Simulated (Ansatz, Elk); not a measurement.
**How far do independent atoms describe GeW3?**

Structure refinements treat a crystal as free atoms side by side. For a made-up structure of GeW3 (cell and positions from a PBE relaxation) the runs below show what the calculated density changes in F(hkl).

Main program and level: Elk 11.2.3 (patched build); DFT, PBE, all-electron APW+lo, Dirac cores, scalar-relativistic bands, static density, no spin.

This account leaves out most program logs.

The structure was built from a prototype and need not be the compound's stable phase.

### 1. Starting point

It takes space group Fm-3m (No. 225, cubic). The conventional cell has a = 6.325 Å, b = 6.325 Å, c = 6.325 Å, α = 90.00°, β = 90.00°, γ = 90.00°. W has 8 W at 2.74 Å nearest. Nearest to W lie 4 W at 2.74 Å and 4 Ge at 2.74 Å. Nearest to Ge lie 8 W at 2.74 Å. Farther neighbours are not listed.

### 2. Ground state and structure factors

An all-electron density is needed, since X-rays see the cores too. Task 0 finds the density and task 195 Fourier-transforms it; tshift is off so that phases refer to the origin typed.

The input, elk.in:

```
tasks
  0
  195

xctype
  20

spinpol
  .false.

rgkmax
  7.0

gmaxvr
  14.0

lmaxo
  7

lmaxapw
  8

swidth
  0.002

tshift
  .false.

ramdisk
  .false.

hmaxvr
  5.5

maxscl
  120

epspot
  1e-06

sppath
  './'

avec
  -0.00000000000 5.97582103333 5.97582103333
  5.97582103333 -0.00000000000 5.97582103333
  5.97582103333 5.97582103333 0.00000000000

atoms
  2
  'W.in'
  3
  0.0000000000 -0.0000000000 -0.0000000000   0.000000 0.000000 0.000000
  0.2500000000 0.2500000000 0.2500000000   0.000000 0.000000 0.000000
  0.7500000000 0.7500000000 0.7500000000   0.000000 0.000000 0.000000
  'Ge.in'
  1
  0.5000000000 0.5000000000 0.5000000000   0.000000 0.000000 0.000000

ngridk
  6 6 6
```

Command:

```sh
OMP_NUM_THREADS=4 elk
```

It took 21 s on 4 threads of AMD EPYC 7B13 (Zen 3), shared host; peak memory 0.23 GiB; 59 s of CPU time.

SFACRHO.OUT:

```text

h k l indices transformed by vhmat matrix:
   1.000000000       0.000000000       0.000000000    
   0.000000000       1.000000000       0.000000000    
   0.000000000       0.000000000       1.000000000    

      h      k      l  multipl.   |H|            Re(F)            Im(F)           |F|

      0      0      0      1   0.0000000       254.00000      0.14771095E-16   254.00000    
      1      0      0      8  0.91056912       39.107239      0.15255575E-13   39.107239    
      1      0      1      6   1.0514347      -38.405688     -0.29983771E-13   38.405688    
     -1      0      1     12   1.4869531       206.39195     -0.83079610E-14   206.39195    
      2      1      2     24   1.7436071       34.574497      0.97112326E-13   34.574497    
      0      2      0      8   1.8211382      -34.223611     -0.58786531E-14   34.223611    
      2      0      2      6   2.1028693       184.40947     -0.49056906E-13   184.40947    
     -1     -3     -1     24   2.2915487       32.060851     -0.49646837E-13   32.060851    
      1      2      3     24   2.3510794      -31.654108     -0.87644082E-13   31.654108    
      3      3      2     24   2.5754784       169.32624     -0.15694698E-12   169.32624    
     -3      0     -2     24   2.7317074       29.747815     -0.77896245E-13   29.747815    
     -3      0      0      8   2.7317074       30.027736     -0.40087652E-13   30.027736    
      0     -2      2     12   2.9739063       157.13527     -0.12163335E-13   157.13527    
     -1      2     -2     48   3.1101856       28.302833     -0.96419327E-14   28.302833    
      0     -3     -3      6   3.1543040      -28.134640      0.72358916E-13   28.134640    
     -1     -4     -1     24   3.1543040      -28.034863      0.12343752E-13   28.034863    
     -3     -4     -1     24   3.3249283       146.99910      0.73343226E-13   146.99910    
     -3      1      1     24   3.4473590       26.990273     -0.36801803E-13   26.990273
```

Elk indexes on the primitive cell of elk.in and gives |H| = 4π sin θ/λ in inverse bohr. Below, one row stands for each form hkl of the conventional cell (m members, Friedel mates merged), F is for one primitive cell and the density is static (no thermal factor). Free-atom factors are Waasmaier and Kirfel's, and R is Σm||F|−|F'||/Σm|F|.

| hkl | m | sin θ/λ (Å⁻¹) | abs F, DFT | neutral atoms | diff. |
| --- | --- | --- | --- | --- | --- |
| 111 | 8 | 0.137 | 39.107 | 39.093 | +0.014 |
| 200 | 6 | 0.158 | 38.406 | 38.379 | +0.026 |
| 220 | 12 | 0.224 | 206.392 | 207.161 | -0.769 |
| 311 | 24 | 0.262 | 34.575 | 34.746 | -0.172 |
| 222 | 8 | 0.274 | 34.224 | 34.337 | -0.114 |
| 400 | 6 | 0.316 | 184.410 | 185.118 | -0.708 |
| 331 | 24 | 0.345 | 32.061 | 31.913 | +0.148 |
| 420 | 24 | 0.354 | 31.654 | 31.619 | +0.035 |
| 422 | 24 | 0.387 | 169.326 | 169.297 | +0.029 |
| 511 | 24 | 0.411 | 29.748 | 29.836 | -0.088 |
| 333 | 8 | 0.411 | 30.028 | 29.836 | +0.192 |
| 440 | 12 | 0.447 | 157.135 | 157.060 | +0.075 |
| 531 | 48 | 0.468 | 28.303 | 28.252 | +0.051 |
| 600 | 6 | 0.474 | 28.135 | 28.080 | +0.055 |

### 3. The highest occupied states alone

An energy window below the Fermi level keeps the highest occupied states, to see at which angles they scatter; shallow core shells can lie inside it and anion s states outside. No new self-consistency is needed.

elk.in, as its differences from that of step 2:

```diff
@@ -1,3 +1,2 @@
 tasks
-  0
   195
@@ -40,2 +39,5 @@
 
+wsfac
+  0.098150 0.765640
+
 sppath
```

Command:

```sh
OMP_NUM_THREADS=4 elk
```

Run time: 5.7 s. Hardware: 4 threads; peak memory 0.16 GiB.

States within 10 eV below the Fermi level hold 20.95 electrons; any levels below the window count with the cores. Their amplitudes can exceed the total, where window and core parts have opposite phase:

| hkl | sin θ/λ (Å⁻¹) | abs F, window | abs F, all |
| --- | --- | --- | --- |
| 111 | 0.137 | 1.272 | 39.107 |
| 200 | 0.158 | 1.035 | 38.406 |
| 220 | 0.224 | 1.798 | 206.392 |
| 311 | 0.262 | 0.157 | 34.575 |
| 222 | 0.274 | 0.180 | 34.224 |
| 400 | 0.316 | 0.134 | 184.410 |
| 331 | 0.345 | 0.230 | 32.061 |
| 420 | 0.354 | 0.102 | 31.654 |
| 422 | 0.387 | 0.034 | 169.326 |
| 511 | 0.411 | 0.130 | 29.748 |

### 4. Another functional

The difference from free atoms is small, so it is set against the change that PBEsol makes.

elk.in, as its differences from that of step 3:

```diff
@@ -1,2 +1,3 @@
 tasks
+  0
   195
@@ -4,3 +5,3 @@
 xctype
-  20
+  22
 
@@ -39,5 +40,2 @@
 
-wsfac
-  0.098150 0.765640
-
 sppath
```

Command:

```sh
OMP_NUM_THREADS=4 elk
```

Run time: 20 s. Hardware: 4 threads; peak memory 0.23 GiB; 56 s of CPU time.

Against the first run R = 0.01 %; the largest change is -0.023 at 422.

### 5. Basis size

The basis and the expansions that go with it are enlarged, to see whether the differences are converged.

elk.in, as its differences from that of step 4:

```diff
@@ -5,3 +5,3 @@
 xctype
-  22
+  20
 
@@ -11,12 +11,12 @@
 rgkmax
-  7.0
+  8.5
 
 gmaxvr
-  14.0
+  18.0
 
 lmaxo
-  7
+  9
 
 lmaxapw
-  8
+  10
```

Command:

```sh
OMP_NUM_THREADS=4 elk
```

It took 40 s on 4 threads; peak memory 0.38 GiB; 1.7 min of CPU time.

Against the first run R = 0.00 %; the largest change is -0.019 at 422.

### 6. A coarser k-mesh

About half the k-points along each axis test the sampling.

elk.in, as its differences from that of step 5:

```diff
@@ -11,12 +11,12 @@
 rgkmax
-  8.5
+  7.0
 
 gmaxvr
-  18.0
+  14.0
 
 lmaxo
-  9
+  7
 
 lmaxapw
-  10
+  8
 
@@ -60,2 +60,2 @@
 ngridk
-  6 6 6
+  3 3 3
```

Command:

```sh
OMP_NUM_THREADS=4 elk
```

Elapsed: 14 s, on 4 threads; peak memory 0.22 GiB.

Against the first run R = 0.01 %; the largest change is -0.061 at 400.

### 7. Settings against the effect

| run | R against the first run (%) | R against neutral atoms, low angle (%) | wall time |
| --- | --- | --- | --- |
| PBE, rgkmax 7 | 0.00 | 0.35 | 21 s |
| PBEsol | 0.01 | 0.35 | 20 s |
| rgkmax 8.5 with larger expansions | 0.00 | 0.35 | 40 s |
| k-mesh 3×3×3 | 0.01 | 0.35 | 14 s |

### 8. Results

```json
{
 "R against neutral atoms, sin θ/λ < 0.3 Å⁻¹": "0.35 %",
 "R against neutral atoms, 0.3 to 0.82 Å⁻¹": "0.23 %"
}
```

Independent neutral atoms miss the calculated amplitudes by R = 0.35 % below 0.3 Å⁻¹ and 0.23 % from there to 0.82 Å⁻¹; by shells, 0.04 % below 0.15 Å⁻¹ (1 form), 0.38 % 0.15 to 0.3 (4 forms), 0.15 % 0.3 to 0.45 (7 forms), 0.24 % above 0.45 (40 forms). Bonding, aspherical density and the tables' own atoms all enter these figures, and the runs don't part them. The largest change of an amplitude is -0.77 electrons, at 220. The window's part falls from 21.0 electrons at the origin to at most 0.23 between 0.45 and 0.82 Å⁻¹. Below 0.3 Å⁻¹ the changes that finished (PBEsol, rgkmax 8.5 with larger expansions and k-mesh 3×3×3) move F by R = 0.01 % at most, against the 0.35 % that separates it from free atoms. These runs have no spin, though d or f shells may be open. Spin-orbit coupling is left out, which can matter for elements this heavy. Part of the difference isn't bonding: the tables are fits to free atoms and ions calculated by other methods than this functional. Thermal motion, anomalous dispersion and extinction are left out.

[Logs are printed without paths, hosts, clocks, repeated set-up lines and the standing remarks that a program may print on its own settings, such as how far it seeks lower states.]

[Hosts, paths, dates, database ids (printed as entryN), source tags and the programs' standing remarks are cut or masked in the printed files.]
